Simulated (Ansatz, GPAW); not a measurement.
# A 8-layer slab of Ba(111) in an electric field, part 2 of 2

How does a 8-layer slab of Ba(111) screen a perpendicular field?

GPAW 26.7.0 and Ansatz 0.2.0; Ansatz plane waves; slab in vacuum with a dipole correction, relaxation; PAW set soft_1 (the session's first sound run).

So far, dipole along the normal (e·Å): step 2 (relaxation, PBE) 0.00317; step 3 (the slab's potential, PBE, GPAW) 0.00340; step 4 (In a field, PBE, GPAW) -0.722.

## 5. Field on

The input, run.py:

```python
import json
import numpy as np
from ase import Atoms
from gpaw import GPAW, PW
from gpaw.external import ConstantElectricField

slab = Atoms(
    ['Ba', 'Ba', 'Ba', 'Ba', 'Ba', 'Ba', 'Ba', 'Ba'],
    positions=[
        [7.09935, 4.09881, 9.00000],
        [0.00000, 0.00000, 10.44915],
        [3.54968, 2.04941, 11.89830],
        [7.09935, 4.09881, 13.34745],
        [0.00000, -0.00000, 14.88874],
        [3.54968, 2.04941, 16.46606],
        [7.09935, 4.09881, 17.51637],
        [0.00000, -0.00000, 19.18909]],
    cell=[[7.09935, -0.0, 0.0], [3.54968, 6.14822, 0.0], [0.0, 0.0, 28.14404]],
    pbc=[True, True, False])

slab.calc = GPAW(mode=PW(400), xc='PBE', kpts={'size': (5, 5, 1), 'gamma': True},
                 occupations={'name': 'fermi-dirac', 'width': 0.1}, nbands='160%',
                 convergence={'density': 1e-05}, maxiter=200,
                 poissonsolver={'dipolelayer': 'xy'},
                 external=ConstantElectricField(-0.1, [0, 0, 1]),
                 symmetry={'tolerance': 1e-3}, txt='slab.txt')
result = {}
energy = slab.get_potential_energy()
fermi = slab.calc.get_fermi_level()
v = slab.calc.get_electrostatic_potential().mean((0, 1)) - fermi
n = slab.calc.get_pseudo_density().mean((0, 1))
L = slab.cell[2, 2]
z = np.arange(len(v)) * L / len(v)
low, high = slab.positions[:, 2].min(), slab.positions[:, 2].max()
below, above = np.interp([low - 6.8, high + 6.8], z, v)
slopes = [np.interp(x, z, np.gradient(v, z)) for x in (low - 6.8, high + 6.8)]
eps = np.array([[slab.calc.get_eigenvalues(k, s) for k in range(len(slab.calc.get_ibz_k_points()))]
                for s in range(slab.calc.get_number_of_spins())]) - fermi
top, bottom = eps[eps < 0].max(), eps[eps > 0].min()
dipole = slab.get_dipole_moment()[2]
print(f'energy {energy:.4f} eV, Fermi level {fermi:.4f} eV, dipole {dipole:.5f} e A')
print(f'potential 6.8 A off the faces, from the Fermi level: lower {below:.4f} eV, upper {above:.4f} eV')
print(f'slope of the potential there: lower {slopes[0]:.5f}, upper {slopes[1]:.5f} eV/A')
print(f'nearest levels on the mesh: {top:.4f} and {bottom:.4f} eV')
print('magnetic moment', round(slab.get_magnetic_moment(), 3))
result.update(energy=energy, fermi=fermi, dipole=dipole, below=below, above=above, slopes=slopes, edges=[top, bottom],
              z=z.tolist(), v=v.tolist(), n=n.tolist(), positions=slab.positions.tolist(),
              forces=slab.get_forces(apply_constraint=False).tolist(), moments=slab.get_magnetic_moments().tolist())
json.dump(result, open('result.json', 'w'))
```

Launch:

```bash
$ OMP_NUM_THREADS=1 OPENBLAS_NUM_THREADS=1 python run.py
```

Run time: 15 min. Hardware: 1 thread of Arm Neoverse V1, shared host; peak memory 0.82 GiB.

Numbers from this step:

```yaml
dipole_along_the_normal: -0.3586 e·Å
levels_nearest_the_fermi_level_on_the_mesh: -0.04905, 0.01773 eV from the Fermi level
potential_below_the_slab_the_applied_field_s_own_ramp_left_out: 1.654 eV from the Fermi level
potential_above_the_slab_the_applied_field_s_own_ramp_left_out: 3.142 eV from the Fermi level
```

The electrostatic potential energy of an electron (without an applied field's), less the Fermi level, planar mean oscillates, so the rows of the table below give means over windows of 1.46 Å about each position, cut where the curve ends. Its maxima inside the range that stand out by 2 % of the span (Å: eV): 9.7: -3.90, 11.2: -3.52, 12.6: -3.35, 14.2: -2.63, 15.6: -2.39, 17.0: -6.05, 18.3: -1.87, 26.6: 3.14. Its minima: 9.1: -7.25, 10.4: -7.41, 11.9: -7.09, 13.3: -6.91, 14.9: -6.54, 16.5: -7.31, 17.4: -7.25, 19.2: -6.00.

Table of electrostatic potential energy of an electron (without an applied field's), less the Fermi level, planar mean by z; means over each step:

```
z (Å)  electrostatic potential energy of an electron (without an applied field's), less the Fermi level, planar mean (eV)
 0.73                                                                                                                1.75
 2.19                                                                                                                1.65
 3.65                                                                                                                1.65
 5.11                                                                                                                1.64
 6.57                                                                                                                1.46
 8.03                                                                                                              -0.952
 9.49                                                                                                               -5.53
10.95                                                                                                               -5.36
12.41                                                                                                               -5.14
13.87                                                                                                               -4.56
15.33                                                                                                               -4.33
16.79                                                                                                               -6.54
18.25                                                                                                               -3.79
19.71                                                                                                               -2.06
21.17                                                                                                                2.64
22.63                                                                                                                3.09
24.09                                                                                                                3.14
25.55                                                                                                                3.14
27.01                                                                                                                3.14
```

Force by atom:

```
atom  x (eV/Å)  y (eV/Å)  z (eV/Å)   size
 Ba1     0.000     0.000     0.028  0.028
 Ba2     0.000     0.000     0.241  0.241
 Ba3     0.000     0.000    -0.115  0.115
 Ba4     0.000     0.000    -0.164  0.164
 Ba5     0.000     0.000     0.003  0.003
 Ba6     0.000     0.000    -0.001  0.001
 Ba7     0.000     0.000     0.004  0.004
 Ba8     0.000     0.000     0.003  0.003
```

The dipole is now -0.359 e Å, against 0.0034 in the run without a field.

## 6. In a field

run.py, as its differences from that of step 5:

```diff
@@ -24,3 +24,3 @@
                  poissonsolver={'dipolelayer': 'xy'},
-                 external=ConstantElectricField(-0.1, [0, 0, 1]),
+                 external=ConstantElectricField(-0.05, [0, 0, 1]),
                  symmetry={'tolerance': 1e-3}, txt='slab.txt')
```

The job ended after 14 min (1 thread; peak memory 0.82 GiB).

The electrostatic potential energy of an electron (without an applied field's), less the Fermi level, planar mean oscillates, so the rows of the table below give means over windows of 1.46 Å about each position, cut where the curve ends. Its maxima inside the range that stand out by 2 % of the span (Å: eV): 9.7: -3.68, 11.2: -3.37, 12.6: -3.28, 14.2: -2.63, 15.6: -2.47, 17.0: -6.19, 18.3: -2.09, 26.8: 2.76. Its minima: 9.1: -6.99, 10.4: -7.23, 11.9: -6.98, 13.3: -6.88, 14.9: -6.58, 16.6: -7.43, 17.4: -7.42, 19.2: -6.26.

The electrostatic potential energy of an electron (without an applied field's), less the Fermi level, planar mean by z; means over each step:

```
z (Å)  electrostatic potential energy of an electron (without an applied field's), less the Fermi level, planar mean (eV)
 0.73                                                                                                                2.07
 2.19                                                                                                                2.02
 3.65                                                                                                                2.02
 5.11                                                                                                                2.01
 6.57                                                                                                                1.82
 8.03                                                                                                              -0.645
 9.49                                                                                                               -5.30
10.95                                                                                                               -5.21
12.41                                                                                                               -5.06
13.87                                                                                                               -4.55
15.33                                                                                                               -4.40
16.79                                                                                                               -6.68
18.25                                                                                                               -4.00
19.71                                                                                                               -2.35
21.17                                                                                                                2.29
22.63                                                                                                                2.71
24.09                                                                                                                2.76
25.55                                                                                                                2.76
27.01                                                                                                                2.76
```

## 7. Field on

run.py, as its differences from that of step 6:

```diff
@@ -24,3 +24,3 @@
                  poissonsolver={'dipolelayer': 'xy'},
-                 external=ConstantElectricField(-0.05, [0, 0, 1]),
+                 external=ConstantElectricField(0.05, [0, 0, 1]),
                  symmetry={'tolerance': 1e-3}, txt='slab.txt')
```

Elapsed: 16 min, on 1 thread; peak memory 0.81 GiB.

The electrostatic potential energy of an electron (without an applied field's), less the Fermi level, planar mean oscillates, so the rows of the table below give means over windows of 1.46 Å about each position, cut where the curve ends. Its maxima inside the range that stand out by 2 % of the span (Å: eV): 1.6: 2.77, 9.7: -3.24, 11.2: -3.08, 12.6: -3.13, 14.1: -2.64, 15.6: -2.62, 17.0: -6.48, 18.3: -2.51. Its minima: 9.1: -6.49, 10.4: -6.87, 11.9: -6.76, 13.3: -6.81, 14.9: -6.67, 16.6: -7.68, 17.5: -7.75, 19.2: -6.78.

Table of electrostatic potential energy of an electron (without an applied field's), less the Fermi level, planar mean by z; means over each step:

z (Å), electrostatic potential energy of an electron (without an applied field's), less the Fermi level, planar mean (eV) and a bar from the least value:
```
     0.73       2.72 ##############################
     2.19       2.77 ##############################
     3.65       2.77 ##############################
     5.11       2.75 ##############################
     6.57       2.53 #############################
     8.03      -0.03 #####################
     9.49      -4.84 #######
    10.95      -4.90 ######
    12.41      -4.89 ######
    13.87      -4.53 #######
    15.33      -4.52 #######
    16.79      -6.95 
    18.25      -4.42 ########
    19.71      -2.92 ############
    21.17       1.60 ##########################
    22.63       1.97 ############################
    24.09       2.01 ############################
    25.55       2.01 ############################
    27.01       2.01 ############################
```

## 8. Field on

run.py, as its differences from that of step 7:

```diff
@@ -24,3 +24,3 @@
                  poissonsolver={'dipolelayer': 'xy'},
-                 external=ConstantElectricField(0.05, [0, 0, 1]),
+                 external=ConstantElectricField(0.1, [0, 0, 1]),
                  symmetry={'tolerance': 1e-3}, txt='slab.txt')
```

The job ended after 15 min (1 thread; peak memory 0.82 GiB).

The dipole is now 0.365 e Å, against 0.0034 in the run without a field.

## 9. In a field

run.py, as its differences from that of step 8:

```diff
@@ -24,3 +24,3 @@
                  poissonsolver={'dipolelayer': 'xy'},
-                 external=ConstantElectricField(0.1, [0, 0, 1]),
+                 external=ConstantElectricField(0.2, [0, 0, 1]),
                  symmetry={'tolerance': 1e-3}, txt='slab.txt')
```

Wall time 15 min (1 thread); peak memory 0.82 GiB.

The dipole is now 0.729 e Å, against 0.0034 in the run without a field.

## 10. In a field

run.py, as its differences from that of step 9:

```diff
@@ -24,3 +24,3 @@
                  poissonsolver={'dipolelayer': 'xy'},
-                 external=ConstantElectricField(0.2, [0, 0, 1]),
+                 external=ConstantElectricField(0.3, [0, 0, 1]),
                  symmetry={'tolerance': 1e-3}, txt='slab.txt')
```

The job ended after 12 min (1 thread; peak memory 0.82 GiB).

The dipole is now 1.10 e Å, against 0.0034 in the run without a field.

## 11. The series

The members are put on one axis.

This step: induced dipole against applied field; PAW set soft_1 (GPAW 26.7.0).

Table of dipole along the normal by field:

```
field (V/Å)  dipole along the normal (e·Å)
     -0.200                         -0.722
     -0.100                         -0.359
     -0.050                         -0.178
      0.000                        0.00340
      0.050                          0.184
      0.100                          0.365
      0.200                          0.729
      0.300                           1.10
```

## 12. What came out

```
work function, upper and lower face            : 2.382 and 2.396 eV
dipole along the normal                        : 0.00340 e Å
induced dipole per field                       : 3.63 e Å per V/Å
out-of-plane polarisability per area, α/(ε0 A) : 15.1 Å
```

In words: The field induces 3.63 e Å per V/Å, a polarisable thickness α/(ε0 A) of 15.1 Å beside 10.2 Å between the outermost nuclei. A perfect conductor would give the distance between its two image planes; a dielectric of thickness t gives t(1 - 1/ε). The measured value for polycrystalline Ba, which weights the faces of low work function, is 2.53 eV (as compiled in "Anisotropic work function of elemental crystals", 2019, arxiv:1902.07811); the relaxed upper face lies 0.15 eV under it with PBE. Measured work functions scatter by a tenth of an eV or more between methods. The induced dipole is linear in the field over this range. The in-plane lattice was kept as typed, which isn't the functional's own and leaves some strain; spin-orbit coupling and temperature are left out.

[Logs are printed without paths, hosts, clocks, repeated set-up lines and the standing remarks that a program may print on its own settings, such as how far it seeks lower states.]

[Hosts, paths, dates, database ids (printed as entryN), source tags and the programs' standing remarks are cut or masked in the printed files.]
